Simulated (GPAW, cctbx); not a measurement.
# By hand: from a DFT structure factor to an extinction distance in CdRuBr6

CdRuBr6, R-3 (no. 148), a = 6.6076 Å, b = 6.6076 Å, c = 17.6343 Å, α = 90.00°, β = 90.00°, γ = 120.00°.

```csv
atom,mult.,x,y,z
Cd1,3,1/3,2/3,1/6
Ru1,3,0,0,0
Br1,18,0.6988,0.0221,0.0796
```

The start was made by putting kin elements into a known structure type; the compound need not exist, or be stable, in this form.

A DFT run (GPAW, PBE, 450 eV, 4×4×4 k-points, Fermi–Dirac width 0.05 eV) gives the static X-ray structure factor of 0 1 -1 as 46.103 e for the conventional cell; superposed free atoms give 45.591 e. **Problem.** Find the Fourier component V of the crystal potential and the two-beam extinction distance at 200 kV in both cases.

## Step 1: Geometry

The cell volume is Ω = 666.77 Å³ and d(0 1 -1) = 5.4429 Å, so g = 1/d = 0.1837 Å⁻¹.

## Step 2: The nuclei

Electrons feel nuclei as well as electrons, so the nuclear charges are summed with the same phases.

Phase sums Σ exp(2πi h·x), turned so that the total is real and positive: Cd -3.000, Ru +3.000, Br +1.763. Then F_Z = 48 × (-3.000) + 44 × (+3.000) + 35 × (+1.763) = 49.70 e. The electron term has the same sign for this reflection.

## Step 3: Mott–Bethe

Poisson's equation, term by term, gives V = (e/4πε₀)(F_Z − F)/(πΩg²), with e/4πε₀ = 14.3996 V Å.

The prefactor is 14.3996 × 5.4429²/(π × 666.77) = 0.20365 V per electron. Free atoms: (49.70 − 45.591) × 0.20365 = 0.837 V. Crystal: (49.70 − 46.103) × 0.20365 = 0.732 V. F changes by +1.12 % and V by -12.5 %: the same 0.51 e is measured against F_Z − F = 4.1 e in place of F = 45.6 e.

## Step 4: Extinction distance

In the two-beam case ξ = 1/(λU) with U = 2γm₀eV/h², that is ξ = 150.41 V Å²/(γλV).

At 200 kV, λ = 0.02508 Å and γ = 1.3914. Free atoms: ξ = 5153 Å. Crystal: ξ = 5887 Å. The thickness fringes go as sin²(πt/ξ), so the two patterns slip by a quarter of a period when t|1/ξ₁ − 1/ξ₀| = 1/4, at t ≈ 1033 nm, thicker than usual samples. Thermal motion, absorption and many-beam coupling, left out here, change a real pattern.

## Step 5: Answer

V(0 1 -1) is 0.73 V against 0.84 V, and ξ is 5887 against 5153 Å. Limits: static atoms, two beams.

[Outputs are excerpts: Python notices, other lines and further rows are left out; steps that failed or that the build refused (PBEsol, TPSS) are not shown.]

[Logs are printed without paths, hosts, clocks, repeated set-up lines and the standing remarks that a program may print on its own settings, such as how far it seeks lower states.]
